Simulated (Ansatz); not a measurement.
# K on Ti(0001): change of the work function, part 3 of 3

Aim: the work function of Ti(0001) at several coverages of K (fcc site), and the dipole that each adsorbate carries.

Ansatz 0.2.0; plane-wave DFT, PBE, Ansatz PAW.

So far, work function, upper face (eV): step 2 (the clean slab) 4.37; step 3 (37 atoms, coverage 0.111 ML, cell 3x3) 2.32.

## 4. The covered slab, k-mesh 6×6×1, coverage 0.25 ML

System of this step: K/Ti(0001). The cell holds 17 atoms: 16 Ti and 1 K. Its edges and angles: a = 5.900 Å, b = 5.900 Å, c = 28.250 Å, α = 90.0°, β = 90.0°, γ = 60.0°. Vacuum lies along c.

Another coverage, to see how the dipoles act on each other as their distance changes.

Contents of input.yaml:

```yaml
crystal:
  lattice:
    - [5.9, 0.0, 0.0]
    - [2.95, 5.1095498824, 0.0]
    - [0.0, 0.0, 28.2497227411]
  atoms:
    - { symbol: Ti, position: [0.3333333333, 0.3333333333, 0.3185871976] }
    - { symbol: Ti, position: [0.0, 0.0, 0.4015012856] }
    - { symbol: Ti, position: [0.3333333333, 0.3333333333, 0.486822612] }
    - { symbol: Ti, position: [0.0, 0.0, 0.5635906173] }
    - { symbol: Ti, position: [0.3333333333, 0.8333333333, 0.3185871976] }
    - { symbol: Ti, position: [0.0, 0.5, 0.4015012856] }
    - { symbol: Ti, position: [0.3333333333, 0.8333333333, 0.486822612] }
    - { symbol: Ti, position: [0.0, 0.5, 0.5635906173] }
    - { symbol: Ti, position: [0.8333333333, 0.3333333333, 0.3185871976] }
    - { symbol: Ti, position: [0.5, 0.0, 0.4015012856] }
    - { symbol: Ti, position: [0.8333333333, 0.3333333333, 0.486822612] }
    - { symbol: Ti, position: [0.5, 0.0, 0.5635906173] }
    - { symbol: Ti, position: [0.8333333333, 0.8333333333, 0.3185871976] }
    - { symbol: Ti, position: [0.5, 0.5, 0.4015012856] }
    - { symbol: Ti, position: [0.8333333333, 0.8333333333, 0.486822612] }
    - { symbol: Ti, position: [0.5, 0.5, 0.5635906173] }
    - { symbol: K, position: [0.1666666667, 0.1666666667, 0.6814128024] }
kpoints:
  mp_grid: { grid: [6, 6, 1] }
hamiltonian:
  xc: pbe
scf:
  occupations: { method: fermi_dirac, width: 0.1 }
  convergence: { dr2_threshold: 1.0e-08 }
efield:
  axis: 3
  dipole_correction: true
  ramp_position: 0.97
  ramp_width: 0.06
relax:
  f_tol: 0.02
  max_steps: 60
  constraints: [{ sites: [0, 1, 4, 5, 8, 9, 12, 13] }]
output:
  dos: { projected: true, e_range: [-8, 4] }
  write_potential: true
  write_density: true
  volumetric_format: npy
  elf: true
```

Command:

```
$ ansatz run input.yaml --threads 4 --pin off --max-ram 16384MiB --backend cpu --events-out ev --progress --plain --runs-dir out
```

Output:

```text
[...]
Crystal: 17 atoms, lattice volume = 851.626 Å³
Basis set: ecut = 420 eV, 16583 PW (Γ), exchange–correlation on 80×80×384 points (8 copies of the dense FFT grid, shifted against one another)
Bands: 121, of which v1, the nominal top of the filled ones, is band 101 counted from 1 (100 counted from 0)
Symmetry: 6 space group operations
[...]
k-points: 7 of 36 (time reversal used)
[...]
SCF iter   1: F=—  HF=-41526.200241 eV  |F-HF|=—  |Δ(HF+E_count)|=         —  Δρ=5.79e-3  dr2=3.03e0  ethr=1.77e-3  p=0.332 e·Å  D=7.06e-2 V/Å  ΔV_dip=-1.99 eV  dr2_dipole=4.84e-1  V_vac-E_F(+/−)=2.10/4.09 eV  ⟨swp⟩=10.0  Hψ=4034  notcnv=0
[...]
SCF iter  10: F=-41526.158277 eV  HF=-41526.158277 eV  |F-HF|=3.41e-9  |Δ(HF+E_count)|=   1.50e-7  Δρ=5.08e-7  dr2=5.57e-9  ethr=1.00e-12  p=0.460 e·Å  D=9.78e-2 V/Å  ΔV_dip=-2.76 eV  dr2_dipole=9.08e-10  V_vac-E_F(+/−)=1.65/4.41 eV  ⟨swp⟩=45.9  Hψ=14583  notcnv=1
SCF 1 converged in 10 iterations: F = -41526.158277 eV  dr2 = 5.57e-9
[...]
relax step   1: F+E_penalty+E_count = -41526.15827691 eV  Δ(F+E_penalty+E_count) = +0.000e0 eV  max|allowed force component| = 3.663e-1 eV/Å  Δτ_max = 0.0000 Å  (10 SCF iters, accepted)
[...]
SCF iter   9: F=-41526.177117 eV  HF=-41526.177117 eV  |F-HF|=1.43e-9  |Δ(HF+E_count)|=   8.93e-9  Δρ=4.09e-7  dr2=3.12e-9  ethr=4.98e-12  p=0.464 e·Å  D=9.86e-2 V/Å  ΔV_dip=-2.78 eV  dr2_dipole=2.52e-11  V_vac-E_F(+/−)=1.63/4.41 eV  ⟨swp⟩=15.3  Hψ=7936  notcnv=0
SCF 2 converged in 9 iterations: F = -41526.177117 eV  dr2 = 3.12e-9
[...]
relax step   2: F+E_penalty+E_count = -41526.17711682 eV  Δ(F+E_penalty+E_count) = -1.884e-2 eV  max|allowed force component| = 1.490e-1 eV/Å  Δτ_max = 0.0848 Å  (9 SCF iters, accepted)
SCF iter   1: F=—  HF=-41526.186069 eV  |F-HF|=—  |Δ(HF+E_count)|=         —  Δρ=1.12e-3  dr2=1.69e-1  ethr=6.86e-4  p=0.464 e·Å  D=9.86e-2 V/Å  ΔV_dip=-2.78 eV  dr2_dipole=4.30e-2  V_vac-E_F(+/−)=1.63/4.42 eV  ⟨swp⟩=2.9  Hψ=1286  notcnv=0
[...]
SCF iter   8: F=-41526.184982 eV  HF=-41526.184982 eV  |F-HF|=1.08e-9  |Δ(HF+E_count)|=   1.67e-9  Δρ=4.12e-7  dr2=2.44e-9  ethr=4.98e-12  p=0.464 e·Å  D=9.87e-2 V/Å  ΔV_dip=-2.79 eV  dr2_dipole=4.38e-11  V_vac-E_F(+/−)=1.62/4.41 eV  ⟨swp⟩=11.7  Hψ=6437  notcnv=0
SCF 3 converged in 8 iterations: F = -41526.184982 eV  dr2 = 2.44e-9
relax step   3: F+E_penalty+E_count = -41526.18498182 eV  Δ(F+E_penalty+E_count) = -7.865e-3 eV  max|allowed force component| = 5.662e-2 eV/Å  Δτ_max = 0.0589 Å  (8 SCF iters, accepted)
SCF iter   1: F=—  HF=-41526.185926 eV  |F-HF|=—  |Δ(HF+E_count)|=         —  Δρ=6.35e-4  dr2=5.26e-2  ethr=2.20e-4  p=0.464 e·Å  D=9.87e-2 V/Å  ΔV_dip=-2.79 eV  dr2_dipole=1.38e-2  V_vac-E_F(+/−)=1.63/4.41 eV  ⟨swp⟩=2.7  Hψ=1246  notcnv=0
[...]
SCF iter   8: F=-41526.185902 eV  HF=-41526.185902 eV  |F-HF|=4.15e-10  |Δ(HF+E_count)|=   2.10e-9  Δρ=2.42e-7  dr2=7.61e-10  ethr=4.98e-12  p=0.464 e·Å  D=9.86e-2 V/Å  ΔV_dip=-2.79 eV  dr2_dipole=1.35e-11  V_vac-E_F(+/−)=1.63/4.41 eV  ⟨swp⟩=10.7  Hψ=6039  notcnv=0
SCF 4 converged in 8 iterations: F = -41526.185902 eV  dr2 = 7.61e-10
relax step   4: F+E_penalty+E_count = -41526.18590229 eV  Δ(F+E_penalty+E_count) = -9.205e-4 eV  max|allowed force component| = 1.614e-2 eV/Å  Δτ_max = 0.0303 Å  (8 SCF iters, accepted)
[...]
SCF converged after 8 iterations
Free energy (F): -41526.185902 eV
[...]
Internal energy: -41525.192372 eV  (E = F + TS)
E sigma→0 (E₀):  -41525.689137 eV
Entropy (-TS):   -0.993531 eV (-58.443 meV/atom)
Fermi energy:    2.783911 eV
Dipole field:    D = 0.098635 V/Å  (p = 0.464215 e·Å, saw-weighted, corrected)
Work function:   Φ+ = 1.6256 eV   Φ− = 4.4120 eV
[...]
--- Forces (eV/Å), atoms counted from 1 ---
  atom   1  Ti    -0.00784792    -0.00453100     0.58335304
  atom   2  Ti     0.01199425     0.00692488    -0.58981929
  atom   3  Ti     0.00970852     0.00560522    -0.01233141
  atom   4  Ti    -0.00599875    -0.00346338     0.01613648
  atom   5  Ti    -0.00000000     0.00906200     0.58335304
  atom   6  Ti    -0.00000000    -0.01384976    -0.58981929
  atom   7  Ti     0.00000000    -0.01121043    -0.01233141
  atom   8  Ti    -0.00000000     0.00692676     0.01613648
  atom   9  Ti     0.00784792    -0.00453100     0.58335304
  atom  10  Ti    -0.01199425     0.00692488    -0.58981929
  atom  11  Ti    -0.00970852     0.00560522    -0.01233141
  atom  12  Ti     0.00599875    -0.00346338     0.01613648
  atom  13  Ti     0.00000000     0.00000000     0.57703730
  atom  14  Ti     0.00000000    -0.00000000    -0.53398494
  atom  15  Ti     0.00000000     0.00000000    -0.01021452
  atom  16  Ti    -0.00000000    -0.00000000    -0.01587892
  atom  17  K      0.00000000    -0.00000000    -0.00895660
  max |Σ_I F_I| component: 1.88e-5 eV/Å
--- Band table (eV; the first three rows and the last of 7) ---
  k-point 0: bands = [... 97 lower, 2.8646, 3.0578, 3.2159, 3.2339, 3.2413, 3.2413, 3.3663, 3.4482, ... 16 higher]
  k-point 1: bands = [... 97 lower, 2.8515, 2.9142, 3.0803, 3.0920, 3.0941, 3.1408, 3.2704, 3.3487, ... 16 higher]
  k-point 2: bands = [... 97 lower, 2.6771, 2.6944, 2.7986, 2.8004, 2.8482, 2.8788, 3.0319, 3.0484, ... 16 higher]
  k-point 6: bands = [... 97 lower, 2.3798, 2.3861, 2.4699, 2.4715, 2.4778, 2.7247, 2.7433, 2.8717, ... 16 higher]
--- Relaxed structure (4 steps of the walk, 4 accepted, 0 SCFs on fresh bases) ---
  F+E_penalty+E_count = -41526.18590229 eV   max|allowed force component| = 1.614e-2 eV/Å
  atoms:
    - { symbol: Ti, position: [0.333333, 0.333333, 0.3185871976] }
    - { symbol: Ti, position: [2.666712e-17, 2.666712e-17, 0.4015012856] }
    - { symbol: Ti, position: [0.334648, 0.334648, 0.486663] }
    - { symbol: Ti, position: [-0.000343515, -0.000343515, 0.563379] }
    - { symbol: Ti, position: [0.333333, 0.833333, 0.3185871976] }
    - { symbol: Ti, position: [8.326673e-17, 0.500000, 0.4015012856] }
    - { symbol: Ti, position: [0.334648, 0.830703, 0.486663] }
    - { symbol: Ti, position: [-0.000343515, 0.500687, 0.563379] }
    - { symbol: Ti, position: [0.833333, 0.333333, 0.3185871976] }
    - { symbol: Ti, position: [0.5, 2.666712e-17, 0.4015012856] }
    - { symbol: Ti, position: [0.830703, 0.334648, 0.486663] }
    - { symbol: Ti, position: [0.500687, -0.000343515, 0.563379] }
    - { symbol: Ti, position: [0.833333, 0.833333, 0.3185871976] }
    - { symbol: Ti, position: [0.500000, 0.500000, 0.4015012856] }
    - { symbol: Ti, position: [0.833333, 0.833333, 0.485642] }
    - { symbol: Ti, position: [0.500000, 0.500000, 0.566333] }
    - { symbol: K, position: [0.166667, 0.166667, 0.677156] }
```

Elapsed: 1.8 min, on 4 threads of Arm Neoverse V1, shared host; peak memory 2.5 GiB; 6.9 min of CPU time.

The steps of the relaxation:

```csv
step,energy less that of the first step (eV),largest force component (eV/Å)
1,0.0000,0.3663
2,-0.0188,0.1489
3,-0.0267,0.0566
4,-0.0276,0.0161
```

The run keeps the 6 symmetry operations that the program found, so distortions that break them were not tested.

The atoms that moved most (Å):

```
atom      dx      dy      dz  length
 K17   0.000   0.000  -0.120   0.120
Ti16   0.000   0.000   0.077   0.077
Ti15   0.000   0.000  -0.033   0.033
 Ti7   0.000  -0.013  -0.004   0.014
Ti11  -0.012   0.007  -0.004   0.014
 Ti3   0.012   0.007  -0.004   0.014
 Ti8   0.000   0.004  -0.006   0.007
Ti12   0.003  -0.002  -0.006   0.007
```

The relaxed structure:

```xyz
17
Lattice="5.9000 0.0000 0.0000 2.9500 5.1095 0.0000 0.0000 0.0000 28.2497" Properties=species:S:1:pos:R:3
Ti    2.9500    1.7032    9.0000
Ti    0.0000    0.0000   11.3423
Ti    2.9616    1.7099   13.7481
Ti   -0.0030   -0.0018   15.9153
Ti    4.4250    4.2580    9.0000
Ti    1.4750    2.5548   11.3423
Ti    4.4250    4.2445   13.7481
Ti    1.4750    2.5583   15.9153
Ti    5.9000    1.7032    9.0000
Ti    2.9500    0.0000   11.3423
Ti    5.8884    1.7099   13.7481
Ti    2.9530   -0.0018   15.9153
Ti    7.3750    4.2580    9.0000
Ti    4.4250    2.5548   11.3423
Ti    7.3750    4.2580   13.7193
Ti    4.4250    2.5548   15.9987
K     1.4750    0.8516   19.1295
```

Read from the output:

* energy at zero smearing: -41525.6891 eV
* work function, upper face: 1.626 eV
* work function, lower face: 4.412 eV
* dipole along the normal: 0.4642 e·Å
* step between the vacuum levels: -2.786 eV

Running mean over 2.342 Å of the planar mean; the ramp of the sawtooth is left out. Table of electron's electrostatic potential energy less the Fermi level by z:

```
z (Å)  electron's electrostatic potential energy less the Fermi level (eV)
  3.5                                                                 4.41
  4.0                                                                 4.41
  4.5                                                                 4.41
  5.0                                                                 4.39
  5.5                                                                 4.35
  6.0                                                                 4.23
  6.5                                                                 3.88
  7.0                                                                 2.88
  7.5                                                                0.389
  8.0                                                                -3.13
  8.5                                                                -5.87
  9.0                                                                -6.74
  9.5                                                                -6.71
 10.0                                                                -6.59
 10.5                                                                -6.56
 11.0                                                                -6.58
 11.5                                                                -6.56
 12.0                                                                -6.41
 12.5                                                                -6.31
 13.0                                                                -6.38
 13.5                                                                -6.59
 14.0                                                                -6.90
 14.5                                                                -7.39
 15.0                                                                -7.51
 15.5                                                                -7.20
 16.0                                                                -6.73
 16.5                                                                -5.58
 17.0                                                                -2.86
 17.5                                                              -0.0413
 18.0                                                                 1.01
 18.5                                                                0.593
 19.0                                                               0.0550
 19.5                                                               -0.238
 20.0                                                              -0.0208
 20.5                                                                0.647
 21.0                                                                 1.21
 21.5                                                                 1.43
 22.0                                                                 1.52
 22.5                                                                 1.57
 23.0                                                                 1.60
 23.5                                                                 1.61
 24.0                                                                 1.62
 24.5                                                                 1.62
 25.0                                                                 1.62
```

The density of states has structure finer than the step of the table below, so its rows give means over 0.25 eV. Peaks (eV: height): -1.260: 50.6, -1.200: 53.9, -0.840: 53.2, -0.750: 97.9, -0.630: 53.0, -0.060: 58.2, 0.390: 44.4.

Table of density of states by energy, zero at the Fermi level; means over each step:

```csv
energy (eV),density of states (states/eV a cell)
-6.00,0
-5.75,0.261
-5.50,1.15
-5.25,1.17
-5.00,1.15
-4.75,1.89
-4.50,3.03
-4.25,2.39
-4.00,2.44
-3.75,4.21
-3.50,3.94
-3.25,3.29
-3.00,6.77
-2.75,8.41
-2.50,10.2
-2.25,14.8
-2.00,18.0
-1.75,19.9
-1.50,15.8
-1.25,24.9
-1.00,22.6
-0.75,46.6
-0.50,12.9
-0.25,25.8
0.00,32.2
0.25,31.9
0.50,34.9
```

Projected DOS per atom over height of the atomic layer and energy from the Fermi level. Layers: Ti4 Ti4 Ti4 Ti4 K from below.

Values in states/eV, 22 rows by 5 columns, each cell a mean:
```
2.50 1.62 1.63 2.32 0.57
2.62 1.43 1.20 1.95 0.23
1.85 0.92 0.79 1.45 0.23
1.82 1.99 1.64 1.89 1.03
1.31 1.07 1.37 1.70 0.28
0.93 1.12 1.10 0.86 0.01
1.07 1.31 1.39 1.14 0.03
0.66 1.07 1.22 0.81 0.04
0.38 0.51 0.56 0.41 0.04
0.32 0.32 0.32 0.33 0.02
0.27 0.26 0.27 0.28 0.03
0.16 0.21 0.21 0.16 0.01
0.15 0.18 0.17 0.15 0.01
0.12 0.17 0.17 0.13 0.01
0.03 0.11 0.11 0.04 0.00
0.03 0.10 0.10 0.04 0.00
0.00 0.01 0.02 0.01 0.00
0.00 0.00 0.00 0.00 0.00
0.00 0.00 0.00 0.00 0.00
0.00 0.00 0.00 0.00 0.00
0.00 0.00 0.00 0.00 0.00
0.00 0.00 0.00 0.00 0.00
```
Columns: height of the atomic layer (Å) from 9 to 19.1 (not evenly spaced); rows upwards: energy from the Fermi level (eV) from -7.96 to 0.645.

ELF in the ca plane at fractional y = 0.000, with atoms of Ti within 0.2 Å of it. It is the smooth field of the valence electrons, not physical close to the nuclei.

Values, 9 rows by 16 columns, each cell a mean:
```
0.36 0.43 0.38 0.39 0.49 0.33 0.49 0.22 0.22 0.09 0.05 0.08 0.07 0.02 0.01 0.00
0.25 0.23 0.25 0.21 0.18 0.27 0.22 0.27 0.39 0.27 0.17 0.12 0.06 0.02 0.00 0.00
0.25 0.25 0.28 0.20 0.19 0.30 0.21 0.32 0.41 0.29 0.19 0.12 0.05 0.02 0.00 0.00
0.33 0.41 0.34 0.34 0.38 0.29 0.50 0.19 0.25 0.13 0.06 0.09 0.07 0.02 0.01 0.00
0.42 0.40 0.40 0.48 0.69 0.40 0.36 0.28 0.13 0.05 0.03 0.04 0.09 0.04 0.01 0.00
0.28 0.31 0.26 0.28 0.24 0.25 0.39 0.20 0.12 0.42 0.28 0.03 0.10 0.06 0.01 0.00
0.25 0.30 0.33 0.21 0.20 0.33 0.24 0.44 0.16 0.75 0.53 0.04 0.10 0.07 0.01 0.00
0.26 0.26 0.24 0.25 0.19 0.25 0.30 0.23 0.13 0.53 0.36 0.03 0.10 0.06 0.01 0.00
0.41 0.41 0.40 0.46 0.64 0.38 0.41 0.26 0.12 0.08 0.05 0.03 0.09 0.04 0.01 0.00
```
Columns run along c (16.0 Å, from fractional 0.34 to 0.90 of the cell), rows up along a (5.9 Å). Atoms in or near the plane, at fractional coordinates: Ti at (0.40, 0.00), Ti at (0.56, 0.00), Ti at (0.40, 0.50), Ti at (0.56, 0.50).

Electrostatic potential energy in the ca plane at fractional y = 0.000, with atoms of Ti within 0.2 Å of it. With pseudopotentials it is smooth inside the atoms' cores, unlike the true potential.

Ten even steps from '0' (-35 eV) to '9' (6 eV), each cell a mean:
```
98620004899999850001689999999999999999999999
88852137898888874224799999999999999999999999
88887678987668887678999999999999999999999999
78998899986457899889999999999999999999999999
78988889987557898888999999999999999999999999
88864458888778886446899999999999999999999999
98730015899999862002699999999999999999999999
98610004899999840001589999999999999999999999
98620004899999851001689999999999999999999999
88852137898888874224799998888999999999999999
88887678987668887678999987678899999999999999
78998899986557899889999986557899999999999999
78988889987567898888999987667899999999999999
88864458888778886446899988778899999999999999
98730015899999862003789999888999999999999999
98610004899999840001589999999999999999999999
```
Columns run along c (16.0 Å, from fractional 0.34 to 0.90 of the cell; values clipped at the 3rd and 97th percentile), rows up along a (5.9 Å). Atoms in or near the plane, at fractional coordinates: Ti at (0.40, 0.00), Ti at (0.56, 0.00), Ti at (0.40, 0.50), Ti at (0.56, 0.50).

Valence density in the ca plane at fractional y = 0.000, with atoms of Ti within 0.2 Å of it. It is the smooth field of the valence electrons, not physical close to the nuclei.

Values in units of 1e0 e/Å³, 9 rows by 16 columns, each cell a mean:
```
0.2 3.6 2.4 0.2 0.2 0.6 5.1 0.5 0.0 0.0 0.0 0.0 0.0 0.0 0.0 0.0
0.2 0.3 0.3 0.2 0.4 0.2 0.4 0.1 0.0 0.0 0.0 0.0 0.0 0.0 0.0 0.0
0.2 0.2 0.2 0.2 0.4 0.2 0.2 0.1 0.0 0.0 0.0 0.0 0.0 0.0 0.0 0.0
0.2 2.6 1.7 0.2 0.2 0.5 3.7 0.4 0.0 0.0 0.0 0.0 0.0 0.0 0.0 0.0
0.2 5.6 3.9 0.2 0.2 0.9 7.9 0.9 0.0 0.0 0.0 0.0 0.0 0.0 0.0 0.0
0.2 1.3 0.9 0.2 0.3 0.3 1.7 0.2 0.1 0.2 0.1 0.0 0.0 0.0 0.0 0.0
0.2 0.2 0.2 0.2 0.5 0.2 0.2 0.1 0.1 0.6 0.2 0.0 0.0 0.0 0.0 0.0
0.2 0.7 0.5 0.2 0.3 0.3 0.9 0.2 0.1 0.3 0.1 0.0 0.0 0.0 0.0 0.0
0.2 5.1 3.5 0.2 0.2 0.9 7.1 0.8 0.0 0.0 0.0 0.0 0.0 0.0 0.0 0.0
```
Columns run along c (16.0 Å, from fractional 0.34 to 0.90 of the cell), rows up along a (5.9 Å). Atoms in or near the plane, at fractional coordinates: Ti at (0.40, 0.00), Ti at (0.56, 0.00), Ti at (0.40, 0.50), Ti at (0.56, 0.50).

The relaxation took 4 steps and lowered the energy by 0.028 eV; the largest force on the free atoms ends at 0.016 eV/Å.

By hand: a sheet of dipoles makes a step −p/(ε₀A) in the electron's potential. With e/ε₀ = 180.95 V·Å, p = 0.4642 e·Å and A = 30.15 Å², that is −180.95 × (0.4642) / 30.15 = -2.786 eV, and the two vacuum levels of the run differ by -2.786 eV.

The covered face has 1.63 eV, -2.75 eV against the clean one; the bare back face has moved by -0.01 eV, a measure of how thin the slab is.

## 5. Work function against coverage

This step: plane-wave DFT, PBE, Ansatz PAW; work function against coverage (Ansatz 0.2.0).

The runs are now put side by side.

This step gave:

- work function of the clean face: 4.373 eV
- largest change of the work function: -2.747 eV

Work function of the covered face against coverage:

```
coverage (adsorbates/nm²)  work function of the covered face (eV)
                     0.00                                    4.37
                     1.47                                    2.32
                     3.32                                    1.63
```

The dipole per adsorbate comes from the change of the cell's dipole. Coverage, by row:

```
coverage (1/nm²)  coverage (ML)  work function (eV)  change (eV)  dipole per adsorbate, positive end outwards (debye)  mean height of the added atoms over the highest substrate atom (Å)
           1.474         0.1111               2.319       -2.054                                                3.691                                                               3.157
           3.317           0.25               1.626       -2.747                                                2.189                                                               3.131
```

## 6. What came out

```json
{
  "work function of the clean face": "4.37 eV",
  "work function at 0.11 ML": "2.32 eV",
  "work function at 0.25 ML": "1.63 eV",
  "dipole per adsorbate at 0.11 ML, positive end outwards": "3.69 D"
}
```

What this shows: K lowers the work function of Ti(0001) at the lowest coverage, by 2.05 eV: the adsorbate layer has its positive end outwards. The slab has 4 layers, at the tabulated experimental lattice constant, one starting site was run, and quantum-size effects of a slab this thin can reach one or two tenths of an eV.

[Long decimals in the printed logs are rounded to 6 places.]

[Logs are printed without paths, hosts, clocks, repeated set-up lines and the standing remarks that a program may print on its own settings, such as how far it seeks lower states.]

[Hosts, paths, dates, database ids (printed as entryN), source tags and the programs' standing remarks are cut or masked in the printed files.]

[Maps of the electrostatic potential energy from Ansatz leave out the sawtooth potential of an applied field or a dipole correction, so their vacuum need not be flat; planar profiles and work functions include it.]

[The density of states shown here was stored with 400 of the rows of the run's finer table, so its peaks can read low, often by over a quarter, or be missed, and its means over a window can be off by a tenth or more.]
